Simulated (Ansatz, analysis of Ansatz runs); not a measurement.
# Migration barrier of interstitial N in bcc Nb, hop from an octahedral to the next octahedral site (PBE-D3(BJ)), part 2 of 2

Aim: the migration barrier of interstitial N in bcc Nb, hop from an octahedral to the next octahedral site, to be set beside the measurement. Set-up: PBE-D3(BJ), 32-site cell, PBE-D3(BJ) lattice, 420 eV, k: 4x4x4 Gamma-centred. The model is a cell of 32 host atoms with 1 N put in. The barrier is the energy of the highest image of a climbing band over the relaxed site that the atom leaves.

Ansatz 0.2.0; PBE-D3(BJ), 32-site cell, PBE-D3(BJ) lattice, 420 eV, k: 4x4x4 Gamma-centred.

So far: Set-up; Relaxation, charge 0.

### Step 3. Nudged elastic band

A band of images joins the two ends; its highest image climbs to the saddle, whose energy over the site left is the barrier.

This step: plane-wave PAW DFT, PBE-D3(BJ); nudged elastic band between two relaxed defect structures at fixed charge.

Contents of neb/input.yaml:

```yaml
crystal:
  lattice:
    - [0.0, 6.52873177, 6.52873177]
    - [6.52873177, 0.0, 6.52873177]
    - [6.52873177, 6.52873177, 0.0]
  atoms:
    - { symbol: Nb, position: [-0.010468194, -0.010468194, 0.010468194] }
    - { symbol: Nb, position: [0.118686777, 0.118686777, 0.136044388] }
    - { symbol: Nb, position: [0.250023655, 0.250023655, 0.249976345] }
    - { symbol: Nb, position: [0.375, 0.375, 0.387251045] }
    - { symbol: Nb, position: [-2.3655e-05, -2.3655e-05, 0.500023655] }
    - { symbol: Nb, position: [0.118686777, 0.118686777, 0.626582058] }
    - { symbol: Nb, position: [0.219550006, 0.219550006, 0.780449994] }
    - { symbol: Nb, position: [0.375, 0.375, 0.862748955] }
    - { symbol: Nb, position: [0.001457614, 0.498543546, -0.001457614] }
    - { symbol: Nb, position: [0.133252425, 0.616747575, 0.125] }
    - { symbol: Nb, position: [0.251456454, 0.748542386, 0.251457614] }
    - { symbol: Nb, position: [0.376582058, 0.886044388, 0.368686777] }
    - { symbol: Nb, position: [0.001457614, 0.498543546, 0.501456454] }
    - { symbol: Nb, position: [0.137251045, 0.612748955, 0.625] }
    - { symbol: Nb, position: [0.251456454, 0.748542386, 0.748543546] }
    - { symbol: Nb, position: [0.373417942, 0.863955612, 0.881313223] }
    - { symbol: Nb, position: [0.498543546, 0.001457614, -0.001457614] }
    - { symbol: Nb, position: [0.616747575, 0.133252425, 0.125] }
    - { symbol: Nb, position: [0.748542386, 0.251456454, 0.251457614] }
    - { symbol: Nb, position: [0.886044388, 0.376582058, 0.368686777] }
    - { symbol: Nb, position: [0.498543546, 0.001457614, 0.501456454] }
    - { symbol: Nb, position: [0.612748955, 0.137251045, 0.625] }
    - { symbol: Nb, position: [0.748542386, 0.251456454, 0.748543546] }
    - { symbol: Nb, position: [0.863955612, 0.373417942, 0.881313223] }
    - { symbol: Nb, position: [0.499976345, 0.499976345, 2.3655e-05] }
    - { symbol: Nb, position: [0.631313223, 0.631313223, 0.113955612] }
    - { symbol: Nb, position: [0.760468194, 0.760468194, 0.239531806] }
    - { symbol: Nb, position: [0.875, 0.875, 0.383252425] }
    - { symbol: Nb, position: [0.530449994, 0.530449994, 0.469550006] }
    - { symbol: Nb, position: [0.631313223, 0.631313223, 0.623417942] }
[... 2 lines left out ...]
    - { symbol: "N", position: [0.375, 0.375, 0.625] }
basis:
  ecutwfc: 420
  xc_grid: 2
hamiltonian:
  xc: pbe
  dispersion: d3bj
kpoints:
  mp_grid: { grid: [4, 4, 4] }
scf:
  occupations: { method: methfessel_paxton, width: 0.1 }
  max_iter: 120
output:
  forces: true
neb:
  images: 3
  f_tol: 0.04
  climbing: true
  initial_path: idpp
  max_iterations: 45
  order_check: false
  final_atoms:
[... 24 lines left out ...]
    - { symbol: Nb, position: [0.50569477, 0.498065115, -0.011052022] }
    - { symbol: Nb, position: [0.622923959, 0.623190775, 0.126449938] }
    - { symbol: Nb, position: [0.749381556, 0.741394795, 0.258244726] }
    - { symbol: Nb, position: [0.875839152, 0.873189583, 0.376448746] }
    - { symbol: Nb, position: [0.487130523, 0.499647179, 0.499992341] }
    - { symbol: Nb, position: [0.624405214, 0.624623521, 0.624968683] }
    - { symbol: Nb, position: [0.738337192, 0.755960393, 0.756305555] }
    - { symbol: Nb, position: [0.863913349, 0.885115386, 0.885460548] }
    - { symbol: "N", position: [0.249381556, 0.499647179, 0.499992341] }
```

Started as:

```
$ ansatz run input.yaml --threads 4 --pin off --max-ram 14131MiB --backend cpu --events-out ev --progress --plain --runs-dir out
```

Numbers of over 12 decimals in the logs are rounded to 6 here.

The program printed:

```text
[...]
Warning: neb: disabling space-group detection — the band's intermediate images generally break the endpoint symmetry, so no spatial operation reduces the k-mesh or symmetrises the density, except that a semilocal band can use its path's symmetry ahead of [...]
[...]
NEB image 0
Crystal: 33 atoms, lattice volume = 556.566 Å³
Basis set: ecut = 420 eV, 10969 PW (Γ), exchange–correlation on 128×128×128 points (8 copies of the dense FFT grid, shifted against one another)
Bands: 253, of which v1, the nominal top of the filled ones, is band 211 counted from 1 (210 counted from 0)
Symmetry: 1 space group operations
k-points: 36 of 64 (time reversal used)
[...]
SCF iter   1: F=—  HF=-146083.434516 eV  |F-HF|=—  |Δ(HF+E_count)|=         —  Δρ=4.50e-3  dr2=1.48e-1  ethr=1.77e-3  ⟨swp⟩=5.9  Hψ=35606  notcnv=0
[...]
SCF iter   7: F=-146083.409118 eV  HF=-146083.409118 eV  |F-HF|=7.42e-9  |Δ(HF+E_count)|=   4.01e-8  S|Δr|=    0.00e0  Δρ=1.32e-6  dr2=1.26e-8  ethr=2.38e-11  ⟨swp⟩=4.0  Hψ=25963  notcnv=0
SCF 1 converged in 7 iterations: F = -146083.409118 eV  dr2 = 1.26e-8
[...]
NSCF: frozen V_eff on 36 k-points
NEB image 4
SCF iter   1: F=—  HF=-146083.434513 eV  |F-HF|=—  |Δ(HF+E_count)|=         —  Δρ=4.50e-3  dr2=1.48e-1  ethr=1.77e-3  ⟨swp⟩=5.9  Hψ=35497  notcnv=0
[...]
SCF iter   7: F=-146083.409118 eV  HF=-146083.409118 eV  |F-HF|=7.01e-9  |Δ(HF+E_count)|=   4.14e-8  S|Δr|=    0.00e0  Δρ=1.32e-6  dr2=1.25e-8  ethr=2.38e-11  ⟨swp⟩=4.0  Hψ=26085  notcnv=0
SCF 2 converged in 7 iterations: F = -146083.409118 eV  dr2 = 1.25e-8
[...]
NEB end point (image 0): max|allowed force component| = 1.619e-2 eV/Å (the criterion of neb.relax_end_points is 1.000e-2)
NEB end point (image 4): max|allowed force component| = 1.620e-2 eV/Å (the criterion of neb.relax_end_points is 1.000e-2)
NEB image 1
SCF iter   1: F=—  HF=-146082.355701 eV  |F-HF|=—  |Δ(HF+E_count)|=         —  Δρ=4.85e-3  dr2=1.91e-1  ethr=1.77e-3  ⟨swp⟩=5.7  Hψ=35429  notcnv=0
[...]
SCF iter   7: F=-146082.325651 eV  HF=-146082.325651 eV  |F-HF|=6.23e-9  |Δ(HF+E_count)|=   2.66e-8  S|Δr|=    0.00e0  Δρ=1.24e-6  dr2=1.17e-8  ethr=2.38e-11  ⟨swp⟩=4.0  Hψ=25329  notcnv=0
SCF 3 converged in 7 iterations: F = -146082.325651 eV  dr2 = 1.17e-8
NEB image 2
SCF iter   1: F=—  HF=-146081.401491 eV  |F-HF|=—  |Δ(HF+E_count)|=         —  Δρ=5.40e-3  dr2=2.62e-1  ethr=1.77e-3  ⟨swp⟩=5.9  Hψ=35587  notcnv=0
[...]
SCF iter   7: F=-146081.364750 eV  HF=-146081.364750 eV  |F-HF|=5.97e-9  |Δ(HF+E_count)|=   2.07e-8  S|Δr|=    0.00e0  Δρ=1.18e-6  dr2=1.09e-8  ethr=2.38e-11  ⟨swp⟩=4.0  Hψ=24715  notcnv=0
SCF 4 converged in 7 iterations: F = -146081.364750 eV  dr2 = 1.09e-8
NEB image 3
SCF iter   1: F=—  HF=-146082.480479 eV  |F-HF|=—  |Δ(HF+E_count)|=         —  Δρ=4.88e-3  dr2=1.78e-1  ethr=1.77e-3  ⟨swp⟩=5.8  Hψ=35368  notcnv=0
[...]
SCF iter   7: F=-146082.451118 eV  HF=-146082.451118 eV  |F-HF|=5.56e-9  |Δ(HF+E_count)|=   2.40e-8  S|Δr|=    0.00e0  Δρ=1.20e-6  dr2=1.07e-8  ethr=2.38e-11  ⟨swp⟩=4.0  Hψ=25077  notcnv=0
SCF 5 converged in 7 iterations: F = -146082.451118 eV  dr2 = 1.07e-8
NEB iter   1: max|band force component| = 3.466e0 eV/Å  barrier→ = 2.0444 eV  barrier← = 2.0444 eV  Δτ_max = 0.1654 Å  (35 SCF iters)
NEB image 1
[...]
SCF iter   7: F=-146082.370200 eV  HF=-146082.370200 eV  |F-HF|=9.90e-10  |Δ(HF+E_count)|=   4.22e-8  S|Δr|=    0.00e0  Δρ=1.65e-6  dr2=1.07e-8  ethr=2.38e-11  ⟨swp⟩=4.0  Hψ=24776  notcnv=0
SCF 6 converged in 7 iterations: F = -146082.370200 eV  dr2 = 1.07e-8
NEB image 2
[...]
SCF iter   7: F=-146081.320536 eV  HF=-146081.320536 eV  |F-HF|=2.71e-9  |Δ(HF+E_count)|=   3.48e-8  S|Δr|=    0.00e0  Δρ=1.90e-6  dr2=1.62e-8  ethr=2.38e-11  ⟨swp⟩=4.0  Hψ=26793  notcnv=0
SCF 7 converged in 7 iterations: F = -146081.320536 eV  dr2 = 1.62e-8
NEB image 3
[...]
SCF iter   7: F=-146082.380677 eV  HF=-146082.380677 eV  |F-HF|=1.75e-10  |Δ(HF+E_count)|=   4.37e-8  S|Δr|=    0.00e0  Δρ=1.64e-6  dr2=9.56e-9  ethr=2.38e-11  ⟨swp⟩=4.0  Hψ=24837  notcnv=0
SCF 8 converged in 7 iterations: F = -146082.380677 eV  dr2 = 9.56e-9
NEB iter   2: max|band force component| = 1.066e0 eV/Å  barrier→ = 2.0886 eV  barrier← = 2.0886 eV  Δτ_max = 0.0871 Å  (21 SCF iters)
NEB image 1
[...]
SCF iter   7: F=-146082.619919 eV  HF=-146082.619919 eV  |F-HF|=5.82e-11  |Δ(HF+E_count)|=   1.84e-8  S|Δr|=    0.00e0  Δρ=1.12e-6  dr2=4.63e-9  ethr=2.38e-11  ⟨swp⟩=3.5  Hψ=24640  notcnv=0
SCF 9 converged in 7 iterations: F = -146082.619919 eV  dr2 = 4.63e-9
NEB image 2
[...]
SCF iter   7: F=-146081.707751 eV  HF=-146081.707751 eV  |F-HF|=2.65e-9  |Δ(HF+E_count)|=   1.26e-8  S|Δr|=    0.00e0  Δρ=1.27e-6  dr2=8.46e-9  ethr=2.38e-11  ⟨swp⟩=4.0  Hψ=24812  notcnv=0
SCF 10 converged in 7 iterations: F = -146081.707751 eV  dr2 = 8.46e-9
NEB image 3
[...]
SCF iter   7: F=-146082.628055 eV  HF=-146082.628055 eV  |F-HF|=5.24e-10  |Δ(HF+E_count)|=   1.78e-8  S|Δr|=    0.00e0  Δρ=1.10e-6  dr2=4.92e-9  ethr=2.38e-11  ⟨swp⟩=3.0  Hψ=24465  notcnv=0
SCF 11 converged in 7 iterations: F = -146082.628055 eV  dr2 = 4.92e-9
NEB iter   3: max|band force component| = 9.565e-1 eV/Å  barrier→ = 1.7014 eV  barrier← = 1.7014 eV  Δτ_max = 0.0348 Å  (21 SCF iters)
[...]
NEB iter   4: max|band force component| = 5.511e-1 eV/Å  barrier→ = 1.6644 eV  barrier← = 1.6644 eV  Δτ_max = 0.0541 Å  (18 SCF iters)
[...]
NEB iter   5: max|band force component| = 8.658e-2 eV/Å  barrier→ = 1.6439 eV  barrier← = 1.6439 eV  CI = image 2  Δτ_max = 0.0202 Å  (18 SCF iters)
[...]
NEB iter   6: max|band force component| = 4.243e-2 eV/Å  barrier→ = 1.6396 eV  barrier← = 1.6396 eV  CI = image 2  Δτ_max = 0.0107 Å  (16 SCF iters)
NEB image 1
[...]
SCF iter   5: F=-146082.663728 eV  HF=-146082.663728 eV  |F-HF|=9.17e-9  |Δ(HF+E_count)|=   7.74e-9  S|Δr|=    0.00e0  Δρ=2.65e-6  dr2=3.13e-8  ethr=2.38e-11  ⟨swp⟩=4.0  Hψ=26487  notcnv=0
SCF 21 converged in 5 iterations: F = -146082.663728 eV  dr2 = 3.13e-8
NEB image 2
[...]
SCF iter   5: F=-146081.770725 eV  HF=-146081.770725 eV  |F-HF|=1.65e-8  |Δ(HF+E_count)|=   3.39e-8  S|Δr|=    0.00e0  Δρ=3.40e-6  dr2=5.39e-8  ethr=2.38e-11  ⟨swp⟩=4.0  Hψ=27210  notcnv=0
SCF 22 converged in 5 iterations: F = -146081.770725 eV  dr2 = 5.39e-8
NEB image 3
[...]
SCF iter   5: F=-146082.664342 eV  HF=-146082.664342 eV  |F-HF|=5.91e-9  |Δ(HF+E_count)|=   7.63e-9  S|Δr|=    0.00e0  Δρ=2.36e-6  dr2=2.24e-8  ethr=2.38e-11  ⟨swp⟩=4.0  Hψ=25712  notcnv=0
SCF 23 converged in 5 iterations: F = -146082.664342 eV  dr2 = 2.24e-8
NEB image 1
[...]
NEB image 3
[...]
NEB image 2
[...]
NEB iter   7: max|band force component| = 3.815e-2 eV/Å  barrier→ = 1.6384 eV  barrier← = 1.6384 eV  CI = image 2  Δτ_max = 0.0000 Å  (15 SCF iters)
SCF converged after 5 iterations
[...]
Free energy (F): -146081.770725 eV
[...]
Internal energy: -146081.779606 eV  (E = F + TS)
E sigma→0 (E₀):  -146081.772945 eV
Entropy (-TS):   0.008881 eV (0.269 meV/atom)
Fermi energy:    18.718618 eV
[...]
--- Forces (eV/Å), atoms counted from 1 ---
  atom   1  Nb    -0.00311422     0.00645375     0.00826264
  atom   2  Nb    -0.00094298    -0.00193256     0.00570098
  [... 1 atom left out ...]
  atom   4  Nb    -0.00372111    -0.01446968    -0.00170052
  [... 2 atoms left out ...]
  atom   7  Nb     0.00039864     0.00016775     0.00539455
  atom   8  Nb    -0.00743787     0.01034817    -0.00187556
  [... 2 atoms left out ...]
  atom  11  Nb    -0.00066841    -0.00519699    -0.00861937
  [... 2 atoms left out ...]
  atom  14  Nb     0.01309638    -0.02158479    -0.00375666
  [... 4 atoms left out ...]
  atom  19  Nb    -0.00159682     0.00893424    -0.00249855
  [... 2 atoms left out ...]
  atom  22  Nb     0.00276137     0.01014857    -0.00239976
  atom  23  Nb     0.00007563     0.00528617     0.00024045
  [... 5 atoms left out ...]
  atom  29  Nb    -0.00183041     0.02632741     0.02840765
  [... 3 atoms left out ...]
  atom  33  N     -0.01073426    -0.00477845    -0.03815301
  max |Σ_I F_I| component: 6.32e-5 eV/Å
--- Band table (eV; the first three rows and the last of 36) ---
[...]
[... further k-points left out ...]
this run last wrote the band of iteration 7 to <dir>
--- NEB band (5 images, 7 band iterations, 144 SCF iterations) ---
  forward barrier  = 1.638393 eV
  backward barrier = 1.638393 eV
  lagrangian_above_aufbau_ev (what the smearing adds, to first order; not taken off the barriers): saddle image +0.003065 eV, end points +0.010864 and +0.010864 eV
  climbing image's point = of an order that was not read
  energies are F+E_penalty+E_count in eV, relative to image 0
  image     s (Å)  Δ vs image 0  max|band force component| (eV/Å)
      0    0.0000      0.000000                                 —
      1    0.5158      0.745390                          2.352e-2
  *   2    1.0317      1.638393                          3.815e-2
      3    1.5474      0.744776                          1.946e-2
      4    2.0630      0.000000                                 —
  climbing-image geometry (image 2):
  cell:  # Å, volume = 556.5657 Å³
    - [0.0, 6.52873177, 6.52873177]
    - [6.52873177, 0.0, 6.52873177]
    - [6.52873177, 6.52873177, 0.0]
  atoms:
    - { symbol: Nb, position: [-0.002293, -0.004285, 0.004153] }
    - { symbol: Nb, position: [0.120957, 0.119015, 0.133641] }
    - { symbol: Nb, position: [0.250758, 0.246094, 0.244041] }
    - { symbol: Nb, position: [0.388476, 0.361088, 0.357799] }
    - { symbol: Nb, position: [-0.005978, 0.008727, 0.500376] }
    - { symbol: Nb, position: [0.122595, 0.122791, 0.626194] }
    - { symbol: Nb, position: [0.236066, 0.232581, 0.767231] }
    - { symbol: Nb, position: [0.372044, 0.377504, 0.872083] }
    - { symbol: Nb, position: [-0.002393, 0.500877, 0.003123] }
    - { symbol: Nb, position: [0.127463, 0.621908, 0.127534] }
    - { symbol: Nb, position: [0.252286, 0.746987, 0.252840] }
    - { symbol: Nb, position: [0.375817, 0.877678, 0.372933] }
    - { symbol: Nb, position: [0.002775, 0.497278, 0.502566] }
    - { symbol: Nb, position: [0.107611, 0.641990, 0.638739] }
    - { symbol: Nb, position: [0.248479, 0.751821, 0.752050] }
    - { symbol: Nb, position: [0.373647, 0.866228, 0.880875] }
    - { symbol: Nb, position: [0.496908, 0.002282, -0.002500] }
    - { symbol: Nb, position: [0.626523, 0.123155, 0.120827] }
    - { symbol: Nb, position: [0.752546, 0.247777, 0.247947] }
    - { symbol: Nb, position: [0.883490, 0.375417, 0.371386] }
    - { symbol: Nb, position: [0.501813, -0.003304, 0.498901] }
    - { symbol: Nb, position: [0.621739, 0.127831, 0.622316] }
    - { symbol: Nb, position: [0.747158, 0.252807, 0.746973] }
    - { symbol: Nb, position: [0.871838, 0.373587, 0.877023] }
    - { symbol: Nb, position: [0.503346, 0.499304, -0.008834] }
    - { symbol: Nb, position: [0.626648, 0.626893, 0.122051] }
    - { symbol: Nb, position: [0.753602, 0.751234, 0.248649] }
    - { symbol: Nb, position: [0.877111, 0.872259, 0.377982] }
    - { symbol: Nb, position: [0.516769, 0.513574, 0.486283] }
    - { symbol: Nb, position: [0.630403, 0.628398, 0.624596] }
    - { symbol: Nb, position: [0.741039, 0.755750, 0.753688] }
    - { symbol: Nb, position: [0.870738, 0.878951, 0.876496] }
    - { symbol: N, position: [0.312320, 0.437480, 0.562409] }
```

Run time: 78 min. Hardware: 4 threads of Arm Neoverse V1, shared host; peak memory 11 GiB; 5.2 h of CPU time.

Images along the path:

```
image  path (Å)  energy (eV)     N33: x, y, z (Å)
    0     0.000       0.0000  6.529, 6.529, 4.897
    1     0.516       0.7454  6.528, 6.141, 4.896
    2     1.032       1.6384  6.528, 5.711, 4.895
    3     1.547       0.7448  6.527, 5.280, 4.893
    4     2.063       0.0000  6.526, 4.892, 4.890
```

Numbers from this step:

```yaml
free_energy: -146081.7707 eV
smearing_term_ts: -0.008881 eV
barrier_forward: 1.638 eV
barrier_backward: 1.638 eV
```

### Step 4. What came out

```json
{
  "migration barrier (saddle less minimum)": "1.64 eV",
  "energy difference of the two ends": "0.00 eV",
  "length of the hop": "1.64 Å",
  "time of the whole chain": "86 min on 4 threads"
}
```

In words: Migration barrier: computed 1.64 eV, measured 1.67 eV; 0.03 eV below the measurement. The measured number is an Arrhenius activation energy of long-range diffusion; for H it holds zero-point energy and, in bcc metals near room temperature, tunnelling. One hop between neighbouring sites is computed at the host's lattice.

[Logs are printed without paths, hosts, clocks, repeated set-up lines and the standing remarks that a program may print on its own settings, such as how far it seeks lower states.]

[Hosts, paths, dates, database ids (printed as entryN), source tags and the programs' standing remarks are cut or masked in the printed files.]

[For some hosts the program warned that the k-mesh of the response run may be too coarse for force constants and the static dielectric constant; such warnings are not shown here.]
